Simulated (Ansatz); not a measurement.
# Cu2IF (built on the sites of a database entry of CuI): phonons and vibrational spectra, part 2 of 2

Task: relax Cu2IF (built on the sites of a database entry of CuI), then find its harmonic phonons.

Ansatz 0.2.0; DFT PBEsol, scalar-relativistic, plane waves, PAW.

So far: The structure; Rough relaxation; Bringing the structure to rest. The relaxed cell has a, b, c = 4.258, 5.183, 6.513 Å (conventional setting).

The structure was built from a prototype and need not be the compound's stable phase.

**4. Tight relaxation**

Phonons need a cell at rest on their own settings, so the relaxation is repeated with tight tolerances on forces and stress on the k mesh and occupations of the first response run.

input.yaml reads:

```yaml
crystal:
  lattice:
    - [2.5914732123, -3.256480752, 0.0]
    - [2.5914732123, 3.256480752, 0.0]
    - [0.0, 0.0, 4.2582904868]
  atoms:
    - { symbol: Cu, position: [0.3788008523, 0.6211991477, 0.75] }
    - { symbol: Cu, position: [0.570465259, 0.429534741, 0.25] }
    - { symbol: I, position: [0.7871620234, 0.2128379766, 0.75] }
    - { symbol: F, position: [0.2635718653, 0.7364281347, 0.25] }
kpoints:
  mp_grid: { grid: [8, 8, 8] }
hamiltonian:
  xc: pbesol
scf:
  occupations: { method: fixed }
output:
  forces: true
  stress: true
  eigenvalues: true
relax:
  adjacent_minimum: "off"
  f_tol: 0.001
  max_steps: 60
  cell: { stress_tol: 0.01 }
```

Started as:

```sh
> ansatz run input.yaml --threads 8 --pin off --max-ram 14336MiB --backend cpu --events-out ev --progress --plain --runs-dir out
```

Numbers of over 12 decimals in the logs are rounded to 6 here.

Log:

```text
[...]
Crystal: 4 atoms, lattice volume = 71.872 Å³
Basis set: ecut = 420 eV, 1373 PW (Γ), exchange–correlation on 60×60×60 points (8 copies of the dense FFT grid, shifted against one another)
Bands: 38, of which v1, the nominal top of the filled ones, is band 31 counted from 1 (30 counted from 0)
Symmetry: 4 space group operations
[...]
k-points: 105 of 512 (time reversal used)
[...]
--- Relaxed structure (10 steps of the walk, 9 accepted, 2 SCFs on fresh bases) ---
[...]
cell:  # Å, volume = 72.2138 Å³
    - [2.578310, -3.281925, 0]
    - [2.578310, 3.281925, 0]
    - [0, 0, 4.267039]
  atoms:
    - { symbol: Cu, position: [0.380420, 0.619580, 0.75] }
    - { symbol: Cu, position: [0.569702, 0.430298, 0.250000] }
    - { symbol: I, position: [0.784330, 0.215670, 0.75] }
    - { symbol: F, position: [0.265549, 0.734451, 0.250000] }
[key lines of the parts left out:]
SCF converged after 10 iterations
Free energy (F): -21409.141916 eV
Fermi energy:    9.558664 eV
P = ⅓ Tr σ = 0.0001 GPa (0.001 kbar)
```

It took 51 s on 8 threads of Arm Neoverse V2, shared host; peak memory 0.61 GiB.

Step by step:

```
step  energy less that of the first step (eV)  largest force component (eV/Å)  pressure (GPa)  volume (Å³)
   1                                   0.0000                          0.0006            0.02        71.87
   2                                   0.0000                          0.0012            0.00        71.91
   3                                   0.0002                          0.0033           -0.01        72.03
   4                                   0.0002                          0.0036            0.00        72.07
   5                                   0.0003                          0.0022           -0.01        72.12
   6                                   0.0003                          0.0040            0.01        72.11
   7                                   0.0003                          0.0008            0.00        72.11
  8*                                  -0.0001                          0.0008            0.00        72.11
   9                                   0.0000                          0.0024            0.00        72.16
  10                                   0.0000                          0.0010            0.00        72.21
  11                                   0.0001                          0.0002            0.00        72.21
 12*                                  -0.0001                          0.0003            0.00        72.21
```

Relaxation steps marked * repeat the geometry before them on a plane-wave basis chosen anew for their cell, so energy and pressure can jump there. Relaxation step 6 was tried and not accepted.

Forces are held to the 4 operations that the run works with; a distortion that breaks them can't arise in this run.

```
conventional cell, symmetrised  before  after  change
                         a (Å)   4.258  4.267  +0.2 %
                         b (Å)   5.183  5.157  -0.5 %
                         c (Å)   6.513  6.564  +0.8 %
              volume (Å³/atom)   17.97  18.05  +0.5 %
```

The atoms that moved most (Å, as changes of fractional coordinates times the final cell):

```
atom     dx      dy     dz  length
  I3  0.000   0.019  0.000   0.019
  F4  0.000  -0.013  0.000   0.013
 Cu1  0.000  -0.011  0.000   0.011
 Cu2  0.000   0.005  0.000   0.005
```

Final coordinates:

```cif
data_structure
_symmetry_space_group_name_H-M 'P 1'
_symmetry_Int_Tables_number 1
_cell_length_a 4.1736
_cell_length_b 4.1736
_cell_length_c 4.2670
_cell_angle_alpha 90.000
_cell_angle_beta 90.000
_cell_angle_gamma 103.693
_cell_volume 72.21
loop_
_atom_site_label
_atom_site_type_symbol
_atom_site_fract_x
_atom_site_fract_y
_atom_site_fract_z
_atom_site_occupancy
Cu1 Cu 0.38042 0.61958 0.75000 1
Cu2 Cu 0.56970 0.43030 0.25000 1
I3 I 0.78433 0.21567 0.75000 1
F4 F 0.26555 0.73445 0.25000 1
```

This step gave:

```
pressure           : 1.34e-4 GPa
gap on the k-mesh  : 0.5162 eV
volume per atom    : 18.05 Å³
direct gap on mesh : 0.7315 eV
```

The largest force component left is 0.28 meV/Å and the pressure is 0.000 GPa, within the tolerances set. The cell now holds 18.05 Å³/atom.

**5. Zone-centre response**

The zone centre is the only wavevector solved here; it holds the modes that light can see, as far as symmetry allows. The response to a homogeneous field gives the Born charges and the dielectric tensor.

input.yaml reads:

```yaml
crystal:
  lattice:
    - [2.5783098315, -3.2819250797, 0.0]
    - [2.5783098315, 3.2819250797, 0.0]
    - [0.0, 0.0, 4.2670390829]
  atoms:
    - { symbol: Cu, position: [0.3804198733, 0.6195801267, 0.75] }
    - { symbol: Cu, position: [0.5697015661, 0.4302984339, 0.25] }
    - { symbol: I, position: [0.7843298034, 0.2156701966, 0.75] }
    - { symbol: F, position: [0.2655487573, 0.7344512427, 0.25] }
kpoints:
  mp_grid: { grid: [8, 8, 8] }
hamiltonian:
  xc: pbesol
scf:
  occupations: { method: fixed }
output:
  eigenvalues: true
phonons:
  method: dfpt
  dielectric: true
  rigid_motions: translations
```

Log:

```text
[...]
Crystal: 4 atoms, lattice volume = 72.214 Å³
Basis set: ecut = 420 eV, 1377 PW (Γ), exchange–correlation on 60×60×60 points (8 copies of the dense FFT grid, shifted against one another)
Bands: 38, of which v1, the nominal top of the filled ones, is band 31 counted from 1 (30 counted from 0)
Symmetry: 4 space group operations
k-points: 260 of 512 (irreducible under 1 space group operation, time reversal used)
[...]
SCF iter   1: F=—  HF=-21409.165578 eV  |F-HF|=—  |Δ(HF+E_count)|=         —  Δρ=1.47e-2  dr2=9.33e-2  ethr=1.77e-3  ⟨swp⟩=5.0  Hψ=34896  notcnv=0  defer=1289
[...]
SCF iter  14: F=-21409.141916 eV  HF=-21409.141916 eV  |F-HF|=1.09e-11  |Δ(HF+E_count)|=  4.00e-11  Δρ=1.58e-7  dr2=1.22e-11  ethr=1.00e-12  ⟨swp⟩=13.8  Hψ=64186  notcnv=0
SCF 1 converged in 14 iterations: F = -21409.141916 eV  dr2 = 1.22e-11
[...]
NSCF: frozen V_eff on 2 k-points
DFPT response loops at Γ: preconditioner auto → Resta (q_TF=auto, 2.660 Å⁻¹)  ε∞=10.8 (no band partly filled); β = 1.00, the filter's whole step (`scf.mixing.beta` (0.50) is not read by the response loops at its default; to damp them type it under 1.00, their step now; it binds the ground state too); Broyden in place of MSR1
── the response to a field inside a basis, on 10×10×10 k-points: an SCF that follows is theirs, and a resumed run solves both again ──
Bands: 32, of which v1, the nominal top of the filled ones, is band 31 counted from 1 (30 counted from 0)
k-points: 150 of 1000 (time reversal used)
[...]
Eigensolver: Dense (150 Hₖ)
SCF iter   1: F=—  HF=-21409.130576 eV  |F-HF|=—  |Δ(HF+E_count)|=         —  Δρ=3.60e-4  dr2=2.09e-5  ethr=1.00e-1
[...]
SCF iter   7: F=-21409.130576 eV  HF=-21409.130576 eV  |F-HF|=1.04e-8  |Δ(HF+E_count)|=   6.54e-8  Δρ=6.43e-6  dr2=1.88e-8  ethr=1.38e-10
SCF 1 converged in 7 iterations: F = -21409.130576 eV  dr2 = 1.88e-8
[...]
WARN: field response: ε∞ stands inside a basis, on 10×10×10 points; the force constants stand on the 8×8×8 k-mesh, whose period is 12.57 times the interband length at k = (0.0000, 0.0000, 0.0000), direct gap 0.731 eV, under 14: take them and everything formed from them as unconverged, and compare with a denser kpoints.mp_grid
SCF converged after 14 iterations
Free energy (F): -21409.141916 eV
[...]
Internal energy: -21409.141916 eV  (E = F + TS)
E sigma→0 (E₀):  -21409.141916 eV
Fermi energy:    9.558664 eV
[...]
--- Band table (eV; the first three rows and the last of 260) ---
  k-point 0: bands = [... 27 lower, 8.2034, 8.6380, 8.9841, 9.3434, 10.0749, 12.1705, 13.0061, 16.0713, ... 3 higher]
  k-point 1: bands = [... 27 lower, 8.2157, 8.6120, 8.8038, 9.2899, 10.3485, 12.7193, 13.1492, 16.1794, ... 3 higher]
  k-point 2: bands = [... 27 lower, 8.2700, 8.5427, 8.5770, 9.1469, 10.9488, 13.5720, 13.8845, 16.0779, ... 3 higher]
  k-point 259: bands = [... 27 lower, 8.2081, 8.4595, 8.4965, 8.5960, 12.1482, 12.2030, 14.4329, 17.1697, ... 3 higher]
--- Phonons (Γ-DFPT): 12 representative perturbations + reference, on 260 of 512 k-points (Σ response iterations 45) ---
  k mesh reduced under 1 symmetry operation, with k and −k counted as one. Each operation leaves every solved perturbation unchanged. A smaller set is not considered because the run solves the response to a homogeneous field
  ASR residual: 9.310e-5 → 0.000e0 eV/Å²; symmetrization residual: 7.782e-6 eV/Å²
  ASR residual per site (eV/Å²): 9.31e-5 3.64e-5 3.76e-5 4.00e-5
  Γ frequencies (cm⁻¹): 0.00 0.00 0.00 31.08 34.49 86.96 116.55 118.99 133.14 152.42 208.69 306.10
  ε∞ (high-frequency dielectric tensor):
        7.003789     0.000000    -0.000000
        0.000000     6.692107     0.000000
       -0.000000     0.000000     6.811387
  ε⁰ (static dielectric tensor: ions relaxed, cell fixed):
       25.388156    -0.000000     0.000000
       -0.000000     8.485690    -0.000000
        0.000000    -0.000000   151.694993
  ε⁰ − ε∞ (ionic part):
       18.384367    -0.000000     0.000000
       -0.000000     1.793583    -0.000000
        0.000000    -0.000000   144.883605
  softest optical mode at Γ: 31.08 cm⁻¹; the repairs (sum rule, projections) moved no ω² at Γ by more than (1.38 cm⁻¹)²
  Born effective charges Z* (e; rows j = field, columns β = displacement):
    site 0:
         1.32202   -0.00000   -0.00000
        -0.00000    1.03381    0.00000
        -0.00000    0.00000    1.48835
    site 1:
         0.57641    0.00000   -0.00000
         0.00000    1.15429    0.00000
        -0.00000    0.00000    0.83749
    site 2:
        -0.59577   -0.00000    0.00000
        -0.00000   -0.80145   -0.00000
         0.00000   -0.00000   -0.43572
    site 3:
        -1.30266    0.00000    0.00000
         0.00000   -1.38665    0.00000
         0.00000    0.00000   -1.89011
  Z* charge neutrality: 1.796e-3 e pre-enforcement
  solved inside a basis spanned on kpoints, on 10×10×10 k-points, its susceptibility summed on 12×12×12: ε∞ is read to err by 2.9e-2, Z* by 2.2e-2 e (field_mesh: kpoints solves on kpoints); Z* is corrected for what the basis lacks
  optical modes at Γ without the LO–TO term, one row a degenerate level:
      ω (cm⁻¹)  modes    IR ((D/Å)²/amu)
         31.08      1             4.7146
         34.49      1             0.3565
         86.96      1             2.4011
        116.55      1             0.1539
        118.99      1             0.2863
        133.14      1             0.1770
        152.42      1             0.1227
        208.69      1             0.5632
        306.10      1             2.8603
  optical modes at Γ + LO–TO along q̂ = [1.0000, 0.0000, 0.0000]:
      ω (cm⁻¹)  modes    IR ((D/Å)²/amu)
         31.08      1             4.7146
         41.64      1             0.0441
        116.55      1             0.1539
        118.99      1             0.2863
        132.93      1             1.9536
        133.14      1             0.1770
        157.24      1             0.8826
        208.69      1             0.5632
        306.10      1             2.8603
  optical modes at Γ + LO–TO along q̂ = [0.0000, 1.0000, 0.0000]:
      ω (cm⁻¹)  modes    IR ((D/Å)²/amu)
         31.08      1             4.7146
[...]
152.42      1             0.1227
        208.69      1             0.5632
        326.51      1             2.9834
  optical modes at Γ + LO–TO along q̂ = [0.0000, 0.0000, 1.0000]:
      ω (cm⁻¹)  modes    IR ((D/Å)²/amu)
         34.49      1             0.3565
         86.96      1             2.4011
        112.25      1             0.2735
        118.99      1             0.2863
        133.14      1             0.1770
        145.02      1             3.4103
        152.42      1             0.1227
        219.14      1             1.7479
        306.10      1             2.8603
```

Elapsed: 3.4 min, on 8 threads; peak memory 3.1 GiB; 25 min of CPU time.

Numbers from this step:

```yaml
sum_rule_residual_before_enforcement: 9.31e-5 eV/Å²
miss_of_the_charge_sum_rule: 0.001796 e
estimated_error_of_the_dielectric_tensor: 0.02915
estimated_error_of_the_born_charges: 0.02175 e
point_group: mm2
highest_optical_mode_at_the_zone_centre_no_lo_to_term: 306.1 cm⁻¹
lowest_optical_zone_centre_mode: 31.08 cm⁻¹
mean_high_frequency_dielectric_constant: 6.836
largest_born_charge_third_of_the_trace: -1.526 e
mean_static_dielectric_constant: 61.86
top_of_the_zone_centre_spectrum_with_the_field: 326.5 cm⁻¹
```

Without the LO-TO term. Patterns of degenerate modes are one choice out of their space. Modes at Γ, with each element's share of the kinetic energy:

```
mode  frequency (cm⁻¹)  symmetry  Cu %  I %  F %
   1               0.0  acoustic    47   46    7
   2               0.0  acoustic    47   46    7
   3               0.0  acoustic    47   46    7
   4              31.1        B1    36    9   55
   5              34.5        B2    80   13    7
   6              87.0        B2    50    3   47
   7             116.5        B1    43   33   24
   8             119.0        A1    93    3    3
   9             133.1        A1    43   50    7
  10             152.4        B2    23   37   39
  11             208.7        B1    75   11   14
  12             306.1        A1    17    0   83
```

Displacements in mode 4 (31.1 cm⁻¹), the largest set to 1:
```
Cu1  0.00  0.00 -0.27
Cu2  0.00  0.00 -0.34
I3   0.00  0.00  0.16
F4   0.00  0.00  1.00
```

Displacements in mode 12 (306.1 cm⁻¹), the largest set to 1:
```
Cu1  0.00 -0.02  0.00
Cu2  0.00 -0.25  0.00
I3   0.00 -0.01  0.00
F4   0.00  1.00  0.00
```

Optical modes at the zone centre, without and with the macroscopic field of the longitudinal modes; each column is sorted by frequency, so a row need not hold one and the same mode. Modes with and without the field, by row:

```
rank among optical modes  no field (cm⁻¹)  q along (1, 0, 0) (cm⁻¹)  q along (0, 1, 0) (cm⁻¹)  q along (0, 0, 1) (cm⁻¹)
                       1             31.1                      31.1                      31.1                      34.5
                       2             34.5                      41.6                      34.5                        87
                       3               87                     116.5                        87                     112.2
                       4            116.5                       119                     116.5                       119
                       5              119                     132.9                     122.6                     133.1
                       6            133.1                     133.1                     136.4                       145
                       7            152.4                     157.2                     152.4                     152.4
                       8            208.7                     208.7                     208.7                     219.1
                       9            306.1                     306.1                     326.5                     306.1
```

Born charge (rows field, columns displacement) (e), principal values of the symmetric part by kind of site:

```
atom  atoms with these values    low  middle   high   mean
 Cu1                        1   1.03    1.32   1.49   1.28
 Cu2                        1   0.58    0.84   1.15   0.86
  I3                        1  -0.80   -0.60  -0.44  -0.61
  F4                        1  -1.89   -1.39  -1.30  -1.53
```

In full for I3:

```
-0.60  0.00  0.00
 0.00 -0.80  0.00
 0.00  0.00 -0.44
```

High-frequency dielectric tensor:

```
7.00 0.00 0.00
0.00 6.69 0.00
0.00 0.00 6.81
```

Static dielectric tensor (ions relaxed, fixed cell):

```
 25.4   0.0   0.0
  0.0   8.5   0.0
  0.0   0.0 151.7
```

Transverse modes. Lines of the infrared spectrum (strongest = 100):

```
position (cm⁻¹)  label  relative intensity
             31     B1                 100
             34     B2                 7.6
             87     B2                  51
            116     B1                 3.3
            119     A1                 6.1
            133     A1                 3.8
            152     B2                 2.6
            209     B1                  12
            306     A1                  61
```

Before it was imposed, the acoustic sum rule was missed by 9.3e-5 eV/Å² and the charge sum rule by 0.0018 e. Small misses are needed for a sound result but don't prove that mesh and cutoff are converged. The lowest optical mode is real, 31.1 cm⁻¹.

The log warns of the k mesh: “the force constants stand on the 8×8×8 k-mesh, whose period is 12.57 times the interband length at k = (0.0000, 0.0000, 0.0000), direct gap 0.731 eV, under 14: take them and everything formed from them as unconverged”.

**6. Another isotope**

An isotope changes the mass and not the force constants, so no new electronic calculation is needed; the shifts show which modes move this element.

The same force constants with the mass of Cu changed from 63.546 to 64.928 u (phonopy, no LO-TO term). Both lists are sorted by frequency; levels can cross, so a row need not hold one and the same mode. Modes under 3 cm⁻¹ are left out. Isotope shifts, by row:

```
    q  rank  natural mass (cm⁻¹)  changed mass (cm⁻¹)
0 0 0     4                31.08                30.96
0 0 0     5                34.49                 34.2
0 0 0     6                86.96                86.49
0 0 0     7                116.5                  116
0 0 0     8                  119                117.8
0 0 0     9                133.1                132.5
0 0 0    10                152.4                  152
0 0 0    11                208.7                  207
0 0 0    12                306.1                305.5
```

A mode of this element alone would shift by -1.07 %. The highest zone-centre frequency without the field goes from 306.1 to 305.5 cm⁻¹ (-0.2 %). The product of the frequency ratios over all optical modes at Γ is 0.952; the product rule, (m/m′)^(3k/2) (M′/M)^(3/2) with k = 2 such atoms and M the mass of the cell, gives 0.952.

**7. Outcome**

```yaml
space_group_after_relaxation_within_0p01_a: Amm2
volume_per_atom: 18.1 Å³
gap_on_the_k_mesh: 0.516 eV
highest_optical_mode_at_the_zone_centre_no_lo_to_term: 306 cm⁻¹
top_of_the_zone_centre_spectrum_with_the_field: 327 cm⁻¹
lowest_optical_zone_centre_mode: 31.1 cm⁻¹
mean_high_frequency_dielectric_constant: 6.84
mean_static_dielectric_constant: 61.9
largest_born_charge_third_of_the_trace: -1.53 e
imaginary_modes_at_gamma_the_only_wavevector_solved: none
```

What this shows: The structure is stable against zone-centre distortions, since no mode there is imaginary; other wavevectors were not solved, so zone-boundary instabilities are untested. Without the field, the optical modes at Γ span 31 to 306 cm⁻¹. No dispersion was computed. The highest mode in this list at Γ, 306.1 cm⁻¹, is mostly motion of F (83 % of the kinetic energy). With the macroscopic field of the longitudinal modes the top of the zone-centre spectrum lies at 327 cm⁻¹, against 306 cm⁻¹ without it. Lattice motion raises the mean dielectric constant from 6.836 to 61.86. The strongest infrared line is at 31 cm⁻¹. With the field response the log warns that the k mesh is coarse for the force constants too, so the frequencies may not be converged. Spin-orbit coupling is left out, which can matter for the heavy elements here. The starting cell was built on a prototype and not taken from a measurement, so the phase need not exist. These are harmonic frequencies at zero temperature: anharmonic shifts, linewidths and thermal expansion are left out.

[Logs are printed without paths, hosts, clocks, repeated set-up lines and the standing remarks that a program may print on its own settings, such as how far it seeks lower states.]

[Hosts, paths, dates, database ids (printed as entryN), source tags and the programs' standing remarks are cut or masked in the printed files.]
